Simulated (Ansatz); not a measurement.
# Phonons of Hf (Im-3m, 1 atom in the cell) against volume

Wanted: mode Grüneisen parameters of Hf (Im-3m, 1 atom in the cell).

Method: DFT PBEsol, scalar-relativistic, plane waves, PAW; PAW set soft_1, in Ansatz 0.2.0.

This is not the structure that Hf takes at ambient pressure and room temperature (hexagonal, No. 194); it is a model or a phase of other conditions.

## Step 1: Set-up

It takes space group Im-3m (No. 229, cubic). Conventional cell: a = 3.489 Å, b = 3.489 Å, c = 3.489 Å, α = 90.00°, β = 90.00°, γ = 90.00°. Nearest to Hf lie 8 Hf at 3.02 Å.

## Step 2: Phonons on a q mesh

The cell comes from relaxations at this level that are not shown. Stability and thermal properties need the whole zone. Linear response on a 4×4×4 q mesh gives force constants as far as a supercell of that size would.

input.yaml

```yaml
crystal:
  lattice:
    - [-1.7446091036, 1.7446091036, 1.7446091036]
    - [1.7446091036, -1.7446091036, 1.7446091036]
    - [1.7446091036, 1.7446091036, -1.7446091036]
  atoms:
    - { symbol: Hf, position: [0.0, 0.0, 0.0] }
kpoints:
  mp_grid: { grid: [16, 16, 16] }
hamiltonian:
  xc: pbesol
  pseudopotentials: { kind: paw, azcp: { folder: soft_1 }, xc_functional: pbe }
scf:
  occupations: { method: methfessel_paxton, width: 0.2 }
output:
  eigenvalues: true
phonons:
  method: dfpt
  qmesh: [4, 4, 4]
  temperatures: { t_max: 1000, t_step: 50 }
  qpath:
    path:
      - [[0.0, 0.0, 0.0], [0.5, -0.5, 0.5], [0.0, 0.0, 0.5], [0.0, 0.0, 0.0], [0.25, 0.25, 0.25], [0.5, -0.5, 0.5]]
      - [[0.25, 0.25, 0.25], [0.0, 0.0, 0.5]]
    npoints: 10
```

Started as:

```
$ ansatz run input.yaml --threads 4 --pin off --max-ram 10240MiB --backend cpu --events-out ev --progress --plain --runs-dir out
```

Numbers of over 12 decimals in the logs are rounded to 6 here.

Output:

```text
Engine: ansatz 0.2.0, aarch64-unknown-linux-gnu
Pseudopotentials: kind: paw
Pseudopotential: Hf, paw, valence charge 26, recommended cutoff 420 eV (normal), soft_1/Hf.paw.azcp
Functional definition: PBEsol
  exchange = pbesol_x
  correlation = pbesol_c
Crystal: 1 atoms, lattice volume = 21.240 Å³
Basis set: ecut = 420 eV, 381 PW (Γ), exchange–correlation on 48×48×48 points (8 copies of the dense FFT grid, shifted against one another)
Bands: 17, of which v1, the nominal top of the filled ones, is band 13 counted from 1 (12 counted from 0)
Symmetry: 48 space group operations
k-points: 145 of 4096
Non-local potential: Hf, projectors of the file, l = 0: 3, l = 1: 2, l = 2: 2, l = 3: 3
PAW form: soft (Blöchl's): semilocal exchange-correlation on the pseudo side does not see the compensation charge
PAW frozen core: Hf, regenerated for the run's functional, and the local potential with it (the file was generated under x = pbe(κ = 0.804, μ = 0.219515), c = pbe(β = 0.066725))
PAW one-centre angular grid: Hf, 590 points (default); XC on 64 Gauss nodes
Initial density: superposition of atomic densities (chi_scale 0.1, normalization cell)
Initial wavefunctions: pseudopotential atomic-orbital guess
Functional: x = pbesol(κ = 0.804, μ = 0.123457), c = pbesol(β = 0.046)
SCF iter   1: F=—  HF=-15598.737936 eV  |F-HF|=—  |Δ(HF+E_count)|=         —  Δρ=3.09e-2  dr2=2.58e-1  ethr=3.10e-3  ⟨swp⟩=5.1  Hψ=11043  notcnv=0
preconditioner: auto → Kerker (q_TF=auto, 2.822 Å⁻¹)  [metal: Δε(μ)=0.050 eV  Ē_g=17.905 eV  σ=0.200 eV  W_gap=0.20  n_scr=12 (ndim 8)  ℏωp=39.5 eV  f_vac=0.000  D(μ)=1.53/eV (n_scr^D=18)]
SCF iter   2: F=—  HF=-15598.675415 eV  |F-HF|=—  |Δ(HF+E_count)|=   6.25e-2  S|Δr|=    0.00e0  Δρ=1.83e-2  dr2=9.20e-2  ethr=9.94e-4  ⟨swp⟩=2.9  Hψ=5126  notcnv=0
SCF iter   3: F=—  HF=-15598.651577 eV  |F-HF|=—  |Δ(HF+E_count)|=   2.38e-2  S|Δr|=    0.00e0  Δρ=8.69e-3  dr2=2.03e-2  ethr=3.54e-4  ⟨swp⟩=2.0  Hψ=4056  notcnv=0  defer=10
SCF iter   4: F=—  HF=-15598.636306 eV  |F-HF|=—  |Δ(HF+E_count)|=   1.53e-2  S|Δr|=    0.00e0  Δρ=2.94e-3  dr2=8.48e-4  ethr=7.80e-5  ⟨swp⟩=2.0  Hψ=4367  notcnv=0  defer=10
SCF iter   5: F=—  HF=-15598.636990 eV  |F-HF|=—  |Δ(HF+E_count)|=   6.84e-4  S|Δr|=    0.00e0  Δρ=5.31e-4  dr2=6.51e-5  ethr=3.26e-6  ⟨swp⟩=2.1  Hψ=3433  notcnv=0  defer=10
SCF iter   6: F=—  HF=-15598.637055 eV  |F-HF|=—  |Δ(HF+E_count)|=   6.49e-5  S|Δr|=    0.00e0  Δρ=1.08e-4  dr2=1.24e-6  ethr=2.50e-7  ⟨swp⟩=2.2  Hψ=4377  notcnv=0  defer=10
SCF iter   7: F=—  HF=-15598.637054 eV  |F-HF|=—  |Δ(HF+E_count)|=   1.08e-6  S|Δr|=    0.00e0  Δρ=2.12e-5  dr2=5.80e-8  ethr=4.78e-9  ⟨swp⟩=2.7  Hψ=4505  notcnv=0  defer=10
SCF iter   8: F=—  HF=-15598.637054 eV  |F-HF|=—  |Δ(HF+E_count)|=   5.68e-9  S|Δr|=    0.00e0  Δρ=3.41e-6  dr2=1.65e-9  ethr=2.23e-10  ⟨swp⟩=2.6  Hψ=4333  notcnv=0  defer=10
SCF iter   9: F=—  HF=-15598.637054 eV  |F-HF|=—  |Δ(HF+E_count)|=  9.09e-12  S|Δr|=    0.00e0  Δρ=5.18e-7  dr2=3.00e-11  ethr=6.33e-12  ⟨swp⟩=2.3  Hψ=4318  notcnv=0  defer=10
SCF iter  10: F=-15598.637054 eV  HF=-15598.637054 eV  |F-HF|=0.00e0  |Δ(HF+E_count)|=  1.46e-11  S|Δr|=    0.00e0  Δρ=4.10e-8  dr2=1.57e-13  ethr=1.00e-12  ⟨swp⟩=7.1  Hψ=13142  notcnv=0
SCF 1 converged in 10 iterations: F = -15598.637054 eV  dr2 = 1.57e-13
  greatest PAW one-centre occupation: 0.998 electrons in one spin orbital (limit 2), on the Hf atom at site 0 (counted from 0), in its partial waves of l = 0
NSCF: frozen V_eff on 145 k-points
NSCF: frozen V_eff on 349 k-points
DFPT response loops at q = (0, 0, 0) (fractional): preconditioner auto → Kerker (q_TF=auto, 2.822 Å⁻¹) (partly filled bands, converged f_vac=0.000); β = 1.00, the filter's whole step (`scf.mixing.beta` (0.50) is not read by the response loops under this deck's `scf.mixing.preconditioner`; to damp them name `kerker` or `kerker_dos`, under which they read `scf.mixing.beta`, and type it under 1.00, their step now; both keys bind the ground state too); Broyden in place of MSR1
NSCF: frozen V_eff on 4352 k-points
DFPT response loops at q = (0, 0, 0.25) (fractional): mixed as the last ones told, above
NSCF: frozen V_eff on 2196 k-points
DFPT response loops at q = (0, 0, -0.5) (fractional): mixed as the last ones told, above
NSCF: frozen V_eff on 8192 k-points
DFPT response loops at q = (0, 0.25, 0.25) (fractional): mixed as the last ones told, above
NSCF: frozen V_eff on 1178 k-points
DFPT response loops at q = (0.25, 0.25, 0.25) (fractional): mixed as the last ones told, above
NSCF: frozen V_eff on 2320 k-points
DFPT response loops at q = (0.25, 0.25, -0.25) (fractional): mixed as the last ones told, above
NSCF: frozen V_eff on 4352 k-points
DFPT response loops at q = (0.25, -0.5, -0.5) (fractional): mixed as the last ones told, above
NSCF: frozen V_eff on 698 k-points
DFPT response loops at q = (-0.5, -0.5, -0.5) (fractional): mixed as the last ones told, above
SCF converged after 10 iterations
Stability not checked: this state was not tested for a lower state beside it, because cold or Methfessel-Paxton smearing, or corrected tetrahedra, fill the levels in a way that the test cannot read (fill_not_monotonic; see scf.lower_state_search)
Free energy (F): -15598.637054 eV
Harris-Foulkes:  -15598.637054 eV  (|F-HF|=0.00e0)
Internal energy: -15598.640534 eV  (E = F + TS)
E sigma→0 (E₀):  -15598.637924 eV
Entropy (-TS):   0.003481 eV (3.481 meV/atom)
Fermi energy:    18.708085 eV
--- Per-component energies (eV) ---
  E_band       = 18.212237
  E_kinetic    = 411.596606
  E_local      = -6176.091117  (includes V_loc(G=0)·N_el)
  E_nonlocal   = 64.132791
  E_hartree    = 3017.138693
  E_xc         = -265.179447
  E_vxc        = -255.357734  (∫ρ·V_xc dr)
  E_paw        = -7575.154083  (= ΣΔE_a)
  E_vpaw       = -60.345782  (= ΣTr[D̂ρ^β])
  E_aug_tail   = 0.000098  (compensation charges beyond the density's cutoff)
  E_ewald      = -5076.335130
  E_core_change = 1.251056  (= ΣΔE_core)
  E_smearing   = 0.003481  (= −TS)
  E_closure    = 0.000000  (closes the sum)
  Σ components = -15598.637054   (vs F -15598.637054, Δ=0.00e0)
--- Band table (eV; the first three rows and the last of 145) ---
  k-point 0: bands = [... 9 lower, 7.4579, 7.4941, 11.5045, 20.2434, 20.2434, 20.2434, 23.1905, 23.1905]
  k-point 1: bands = [... 9 lower, 7.4571, 7.4909, 11.6588, 20.1346, 20.2043, 20.3976, 23.0098, 23.1890]
  k-point 2: bands = [... 9 lower, 7.4549, 7.4832, 12.1040, 19.8424, 20.0346, 20.8540, 22.6809, 23.1973]
  k-point 144: bands = [... 9 lower, 7.4685, 7.4685, 15.9036, 15.9036, 25.8740, 25.8740, 25.8740, 26.3590]
--- Phonons (Γ-DFPT): 1 representative perturbation + reference (Σ response iterations 3) ---
  ASR residual: 7.829e-6 → 0.000e0 eV/Å²; symmetrization residual: 1.091e-11 eV/Å²
  ASR residual per site (eV/Å²): 7.83e-6
  Γ frequencies (cm⁻¹): 0.00 0.00 0.00
--- Phonons (arbitrary-q DFPT): 8 irreducible q on the 4×4×4 mesh ---
  q = [0.0000, 0.0000, 0.0000] (star 1, of the zone-centre solve; hermiticity 1.54e-7, symmetrization 1.39e-6): -0.00 -0.00 0.00
  q = [0.0000, 0.0000, 0.2500] (star 12, 2 solved perturbations in 3336 linear systems a pass and spin channel, the states on 2176 of 4096 k-point pairs; hermiticity 2.61e-13, symmetrization 7.02e-12): -45.89 56.50 93.53
  q = [0.0000, 0.0000, -0.5000] (star 6, 2 solved perturbations in 1719 linear systems a pass and spin channel, the states on 1098 of 4096 k-point pairs; hermiticity 2.37e-13, symmetrization 1.23e-12): -87.56 88.61 96.36
  q = [0.0000, 0.2500, 0.2500] (star 24, 2 solved perturbations in 6272 linear systems a pass and spin channel, the states on 4096 of 4096 k-point pairs; hermiticity 8.28e-7, symmetrization 1.75e-12): -54.14 54.82 110.77
  q = [0.2500, 0.2500, 0.2500] (star 2, 1 solved perturbation on 589 of 4096 k-point pairs; hermiticity 5.72e-12, symmetrization 1.07e-11): -36.33 -36.33 -36.33
  q = [0.2500, 0.2500, -0.2500] (star 6, 2 solved perturbations in 1808 linear systems a pass and spin channel, the states on 1160 of 4096 k-point pairs; hermiticity 2.08e-13, symmetrization 7.66e-13): 73.59 91.97 91.97
  q = [0.2500, -0.5000, -0.5000] (star 12, 2 solved perturbations in 3336 linear systems a pass and spin channel, the states on 2176 of 4096 k-point pairs; hermiticity 1.00e-12, symmetrization 1.76e-12): 96.58 117.47 119.17
  q = [-0.5000, -0.5000, -0.5000] (star 1, 1 solved perturbation on 349 of 4096 k-point pairs; hermiticity 9.61e-14, symmetrization 7.79e-13): 138.32 138.32 138.32
  sum rule: each row above includes the acoustic sum rule's correction from the zone centre's row sums; it moved no ω² by more than (0.11 cm⁻¹)²
  mesh force constants: q→R imaginary residual 0.00e0; ASR residual 7.829e-6 → 0.000e0 eV/Å²; symmetrization residual 1.110e-15 eV/Å²
  interpolated dispersion: 62 rows × 3 modes
  density of states and harmonic sums: on the 28×28×28 q-mesh, interpolated from the force constants of a 4×4×4 supercell (no non-analytic term)
  largest difference from the sums on the solved wave vectors: F 3.79e-2 eV, S 4.75e-5 and C_V 9.84e-6 eV/K
  zero-point energy: 0.012496 eV/cell   skipped modes (ω ≤ 0): 421, of them read as no rigid motion or as one in doubt: 418 (6.849e-1 modes/cell left out, lowest -87.87 cm⁻¹)   left out of the sums: 2.28e-1 of the cell's modes: C_V's classical limit lies that fraction below 3 k_B per atom; for a crystal, a wire or a layer, F and S can be off by more, and a phonons.interpolated_qmesh denser along its periods is the remedy for the sampling
```

Wall time 2.7 min (4 threads of Arm Neoverse V2, shared host); peak memory 3.9 GiB; 10 min of CPU time.

Reading the cycles: dr2 is the Hartree energy of the density residual (eV), the measure of convergence; HF is the Harris–Foulkes estimate of the energy, which meets the free energy F at convergence.

This step gave:

```yaml
volume_per_atom: 21.24 Å³
gap_on_the_k_mesh: 0 eV
sum_rule_residual_before_enforcement: 7.83e-6 eV/Å²
lowest_frequency_on_the_path: -87.86 cm⁻¹
highest_frequency_on_the_path_or_at_a_solved_wavevector: 138.3 cm⁻¹
lowest_mode_on_the_q_mesh_acoustic_modes_at_gamma_apart: -87.56 cm⁻¹
```

Frequencies (cm⁻¹) solved at each irreducible wavevector; negative means imaginary. Frequencies by wavevector, by row:

| q in reciprocal lattice units | star | mode 1 | mode 2 | mode 3 |
| --- | --- | --- | --- | --- |
| 0 0 0 | 1 | 0 | 0 | 0 |
| 0 0 0.25 | 12 | -45.9 | 56.5 | 93.5 |
| 0 0 -0.5 | 6 | -87.6 | 88.6 | 96.4 |
| 0 0.25 0.25 | 24 | -54.1 | 54.8 | 110.8 |
| 0.25 0.25 0.25 | 2 | -36.3 | -36.3 | -36.3 |
| 0.25 0.25 -0.25 | 6 | 73.6 | 92 | 92 |
| 0.25 -0.5 -0.5 | 12 | 96.6 | 117.5 | 119.2 |
| -0.5 -0.5 -0.5 | 1 | 138.3 | 138.3 | 138.3 |

Symmetry leaves 8 wavevectors to solve. The lowest mode among them, the acoustic zeros apart, lies at q = (0, 0, -0.5) and is imaginary, 87.6i cm⁻¹, so the energy falls along it.

## Step 3: Relaxing at another volume, volume ratio 0.97

The volume is scaled by 0.97 and held; symmetry leaves nothing to relax, so this is a single point. The modes can then be followed against volume.

input.yaml, the sections that differ from step 2:

```yaml
crystal:
  lattice:
    - [-1.7269855845, 1.7269855845, 1.7269855845]
    - [1.7269855845, -1.7269855845, 1.7269855845]
    - [1.7269855845, 1.7269855845, -1.7269855845]
  atoms:
    - { symbol: Hf, position: [0.0, 0.0, 0.0] }
output:
  forces: true
  stress: true
  eigenvalues: true
  write_density: true
  write_potential: true
  elf: true
  volumetric_format: npy
# kpoints, hamiltonian, scf: as in step 2
# phonons: removed
```

Output:

```text
[...]
Crystal: 1 atoms, lattice volume = 20.603 Å³
Basis set: ecut = 420 eV, 381 PW (Γ), exchange–correlation on 40×40×40 points (8 copies of the dense FFT grid, shifted against one another)
Bands: 17, of which v1, the nominal top of the filled ones, is band 13 counted from 1 (12 counted from 0)
Symmetry: 48 space group operations
[...]
k-points: 145 of 4096
[...]
--- Band table (eV; the first three rows and the last of 145) ---
  k-point 0: bands = [... 9 lower, 8.1865, 8.2259, 12.0533, 20.9035, 20.9035, 20.9035, 23.9422, 23.9422]
  k-point 1: bands = [... 9 lower, 8.1856, 8.2224, 12.2135, 20.7901, 20.8630, 21.0638, 23.7522, 23.9403]
  k-point 2: bands = [... 9 lower, 8.1831, 8.2140, 12.6746, 20.4860, 20.6872, 21.5385, 23.4094, 23.9479]
  k-point 144: bands = [... 9 lower, 8.1981, 8.1981, 16.4016, 16.4016, 26.7538, 26.7538, 26.7538, 27.2653]
[key lines of the parts left out:]
SCF converged after 7 iterations
Free energy (F): -15598.630381 eV
Fermi energy:    19.350550 eV
P = ⅓ Tr σ = 3.4304 GPa (34.304 kbar)
```

It took 1.1 s on 4 threads; peak memory 0.33 GiB.

This step gave:

* pressure: 3.430 GPa
* volume per atom: 20.60 Å³

ELF in the ac plane of the conventional cell at fractional y = 0.000, with atoms of Hf within 0.2 Å of it. It is the smooth field of the valence electrons, not physical close to the nuclei.

Ten even steps from '_' (0.18) to '@' (0.86), each cell a mean:
```
@@@@%%==____::--..__::**@@@@
@@%%**--____--==::__..==##@@
**++--..__::==++--..__..==**
::..____..--==++==::____..::
______..--==========::..____
....::========--======--::..
----==++++==------==++++==--
::::--==++====--========--::
____..::--==========--::____
..______::--++++==--..______
++==::____::==++==..__..--==
%%%%++::__..--==::____--**%%
@@@@%%==____::--..__..++%%@@
@@@@%%++..__::--..__::**@@@@
```
Columns run along a (3.5 Å), rows up along c (3.5 Å), edges of the conventional cell, whose origin can differ from the input's. Atoms in or near the plane, at fractional coordinates: Hf at (0.00, 0.00).

Electrostatic potential energy in the ac plane of the conventional cell at fractional y = 0.000, with atoms of Hf within 0.2 Å of it. With pseudopotentials it is smooth inside the atoms' cores, unlike the true potential.

Ten even steps from '_' (-14 eV) to '@' (21 eV), each cell a mean:
```
--..__::**%%@@@@@@##==____::
______--##%%@@@@@@%%**::____
__..--**%%@@@@@@@@%%##++::__
==++**%%@@@@@@@@@@@@%%##**==
##%%%%@@@@@@@@@@@@@@@@%%%%##
@@@@@@@@@@@@@@@@@@@@@@@@@@@@
@@@@@@@@@@@@@@@@@@@@@@@@@@@@
@@@@@@@@@@@@@@@@@@@@@@@@@@@@
%%%%@@@@@@@@@@@@@@@@@@@@%%%%
++**##%%@@@@@@@@@@@@@@%%##**
..::==**%%@@@@@@@@@@%%**--::
____..==##@@@@@@@@%%**--____
::..__::**%%@@@@@@%%++..__..
==::__..++%%@@@@@@##==____--
```
Columns run along a (3.5 Å; values clipped at the 3rd and 97th percentile), rows up along c (3.5 Å), edges of the conventional cell, whose origin can differ from the input's. Atoms in or near the plane, at fractional coordinates: Hf at (0.00, 0.00).

Valence density in the ac plane of the conventional cell at fractional y = 0.000, with atoms of Hf within 0.2 Å of it. It is the smooth field of the valence electrons, not physical close to the nuclei.

Ten steps, logarithmic in the rise over the least value, from '0' (0 e/Å³) to '9' (53 e/Å³), each cell a mean:
```
98530000001378
76420000001257
43210000000123
11000000000011
00000000000000
00000000000000
00000000000000
00000000000000
00000000000000
10000000000000
32100000000123
65310000000245
87520000001368
98631000001479
```
Columns run along a (3.5 Å), rows up along c (3.5 Å), edges of the conventional cell, whose origin can differ from the input's. Atoms in or near the plane, at fractional coordinates: Hf at (0.00, 0.00).

## Step 4: Phonons at the other volume, volume ratio 0.97

The phonons are repeated at this volume on the same k and q meshes.

input.yaml, the sections that differ from step 3:

```yaml
output:
  eigenvalues: true
phonons:
  method: dfpt
  qmesh: [4, 4, 4]
  temperatures: { t_max: 1000, t_step: 50 }
  qpath:
    path:
      - [[0.0, 0.0, 0.0], [0.5, -0.5, 0.5], [0.0, 0.0, 0.5], [0.0, 0.0, 0.0], [0.25, 0.25, 0.25], [0.5, -0.5, 0.5]]
      - [[0.25, 0.25, 0.25], [0.0, 0.0, 0.5]]
    npoints: 10
# crystal, kpoints, hamiltonian, scf: as in step 3
```

Output:

```text
[...]
Crystal: 1 atoms, lattice volume = 20.603 Å³
Basis set: ecut = 420 eV, 381 PW (Γ), exchange–correlation on 40×40×40 points (8 copies of the dense FFT grid, shifted against one another)
Bands: 17, of which v1, the nominal top of the filled ones, is band 13 counted from 1 (12 counted from 0)
Symmetry: 48 space group operations
k-points: 145 of 4096
[...]
SCF iter   1: F=—  HF=-15598.728287 eV  |F-HF|=—  |Δ(HF+E_count)|=         —  Δρ=3.11e-2  dr2=2.47e-1  ethr=3.10e-3  ⟨swp⟩=5.5  Hψ=11439  notcnv=0
[...]
SCF iter  10: F=-15598.630381 eV  HF=-15598.630381 eV  |F-HF|=0.00e0  |Δ(HF+E_count)|=    0.00e0  S|Δr|=    0.00e0  Δρ=3.95e-8  dr2=1.51e-13  ethr=1.00e-12  ⟨swp⟩=7.9  Hψ=14282  notcnv=0
SCF 1 converged in 10 iterations: F = -15598.630381 eV  dr2 = 1.51e-13
[...]
NSCF: frozen V_eff on 145 k-points
[...]
SCF converged after 10 iterations
[...]
Free energy (F): -15598.630381 eV
[...]
Internal energy: -15598.632946 eV  (E = F + TS)
E sigma→0 (E₀):  -15598.631022 eV
Entropy (-TS):   0.002565 eV (2.565 meV/atom)
Fermi energy:    19.350571 eV
[...]
--- Band table (eV; the first three rows and the last of 145) ---
  k-point 0: bands = [... 9 lower, 8.1867, 8.2261, 12.0533, 20.9035, 20.9035, 20.9035, 23.9423, 23.9423]
  k-point 1: bands = [... 9 lower, 8.1858, 8.2226, 12.2135, 20.7901, 20.8631, 21.0638, 23.7522, 23.9403]
  k-point 2: bands = [... 9 lower, 8.1834, 8.2143, 12.6746, 20.4860, 20.6872, 21.5385, 23.4094, 23.9480]
  k-point 144: bands = [... 9 lower, 8.1983, 8.1983, 16.4016, 16.4016, 26.7538, 26.7538, 26.7538, 27.2653]
[...]
ASR residual: 4.373e-6 → 0.000e0 eV/Å²; symmetrization residual: 1.413e-11 eV/Å²
  ASR residual per site (eV/Å²): 4.37e-6
  Γ frequencies (cm⁻¹): 0.00 0.00 0.00
--- Phonons (arbitrary-q DFPT): 8 irreducible q on the 4×4×4 mesh ---
[...]
interpolated dispersion: 62 rows × 3 modes
[...]
```

Run time: 2.2 min. Hardware: 4 threads; peak memory 3.8 GiB; 8.2 min of CPU time.

This step gave:

* sum-rule residual before enforcement: 4.37e-6 eV/Å²
* lowest frequency on the path: -85.96 cm⁻¹
* highest frequency on the path or at a solved wavevector: 145.3 cm⁻¹
* lowest mode on the q mesh (acoustic modes at Γ apart): -85.94 cm⁻¹

Frequencies (cm⁻¹) solved at each irreducible wavevector; negative means imaginary. Frequencies by wavevector, by row:

| q in reciprocal lattice units | star | mode 1 | mode 2 | mode 3 |
| --- | --- | --- | --- | --- |
| 0 0 0 | 1 | 0 | 0 | 0 |
| 0 0 0.25 | 12 | -44.2 | 57.6 | 98.8 |
| 0 0 -0.5 | 6 | -85.9 | 88.7 | 103 |
| 0 0.25 0.25 | 24 | -51.9 | 62.4 | 117 |
| 0.25 0.25 0.25 | 2 | -7.5 | -7.5 | -7.5 |
| 0.25 0.25 -0.25 | 6 | 79.3 | 93.9 | 93.9 |
| 0.25 -0.5 -0.5 | 12 | 100.2 | 120.9 | 126.2 |
| -0.5 -0.5 -0.5 | 1 | 145.3 | 145.3 | 145.3 |

The highest frequency on the path or at a solved wavevector is 145.3 cm⁻¹, +7.0 cm⁻¹ against the base run.

(Part 1 of 2 ends here.)

[Logs are printed without paths, hosts, clocks, repeated set-up lines and the standing remarks that a program may print on its own settings, such as how far it seeks lower states.]

[Hosts, paths, dates, database ids (printed as entryN), source tags and the programs' standing remarks are cut or masked in the printed files.]
